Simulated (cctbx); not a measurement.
**What is wrong with this refinement?**

Cell a = 7.3350 Å, b = 7.3350 Å, c = 12.1150 Å, α = 90.00°, β = 90.00°, γ = 90.00°; space group I4_1/a (no. 88, origin choice 1). The compound is RbH4ClF4.

Simulated single-crystal data (cctbx): synchrotron X-rays, λ = 0.7749 Å, to d = 0.75 Å, 50 % of the full sphere, strongest reflection 70000 counts, noise from counting, a 4 % proportional error and a noise floor of 4 counts (s.d.); no absorption.

An anisotropic refinement with weights 1/σ² prints:

```text
Rint 0.032, 406 unique reflections to 0.75 A
cycle     R1     wR2    GooF  max shift (A)
   1  0.0400  0.1136   3.262   0.00380
   2  0.0189  0.0581   1.670   0.00000
final R1 0.0189 wR2 0.0581 GooF 1.670  parameters 13  data/parameter 31.2
atom        x        y        z      Ueq    occ   su(xyz)  su(Uiso or U11)
Rb1    0.00000  0.00000  0.00000   0.0218  1.000  0.00000  0.0002
Cl1    0.50000  0.50000  0.00000   0.0252  1.000  0.00000  0.0003
F1     0.35859  0.67483  0.25754   0.0305  1.000  0.00019  0.0006
difference map: max 0.58 min -0.22 rms 0.09
Q1    0.0905  0.1895  0.4970   16    0.60  1.06 A from F1
Q2    0.0000  0.0000  0.0000    4    0.19  0.00 A from Rb1
Q3    0.9899  0.1150  0.9055   16    0.18  1.42 A from Rb1
Q4    0.0000  0.0000  0.2723    8    0.17  1.69 A from F1
Q5    0.0005  0.1977  0.5884   16    0.16  1.80 A from Cl1
Q6    0.0426  0.3296  0.7407   16    0.16  1.29 A from Cl1
```

**Question.** Can this result stand? If not, what is the likely fault?

Mend it. The fault: an atom left out, H at (0.4133, 0.8103, 0.2532). Against the right model at the same level, R1 goes from 0.0133 to 0.0189 and GooF from 0.97 to 1.67 and the top difference peak, 0.6 e/Å³, lies 1.06 Å from F1. Q1 is the missing atom. With scattering power missing, scale and phases suffer, so peaks may also grow on the heavy atoms.

The compound is RbH4ClF4. The right model at the same level gives:

```text
Rint 0.032, 406 unique reflections to 0.75 A
cycle     R1     wR2    GooF  max shift (A)
   1  0.0360  0.1006   2.905   0.01806
   8  0.0133  0.0335   0.967   0.00064
final R1 0.0133 wR2 0.0335 GooF 0.966  parameters 17  data/parameter 23.9
atom        x        y        z      Ueq    occ   su(xyz)  su(Uiso or U11)
Rb1    0.00000  0.00000  0.00000   0.0222  1.000  0.00000  0.0001
Cl1    0.50000  0.50000  0.00000   0.0256  1.000  0.00000  0.0002
F1     0.35852  0.67440  0.25749   0.0307  1.000  0.00011  0.0004
H1     0.41414  0.80892  0.25471   0.0595  1.000  0.00344  0.0065
difference map: max 0.20 min -0.22 rms 0.06
Q1    0.0000  0.0000  0.2732    8    0.21  1.69 A from F1
Q2    0.9893  0.1152  0.9054   16    0.19  1.43 A from Rb1
Q3    0.9956  0.2023  0.6004   16    0.17  1.44 A from H1
Q4    0.0217  0.3989  0.4428   16    0.16  1.19 A from F1
Q5    0.0706  0.1267  0.0613   16    0.16  1.30 A from Rb1
Q6    0.1486  0.2685  0.1813   16    0.15  1.21 A from F1
```

Isotropic U is held between 0.0001 and 1 Å² by the program, and listed peak heights are interpolated, so they can pass the grid's maximum.

The model is made up (kin elements in a known structure type, no relaxation), so it says nothing on whether the phase exists.

[Middle refinement cycles are left out of these outputs.]

[Logs are printed without paths, hosts, clocks, repeated set-up lines and the standing remarks that a program may print on its own settings, such as how far it seeks lower states.]
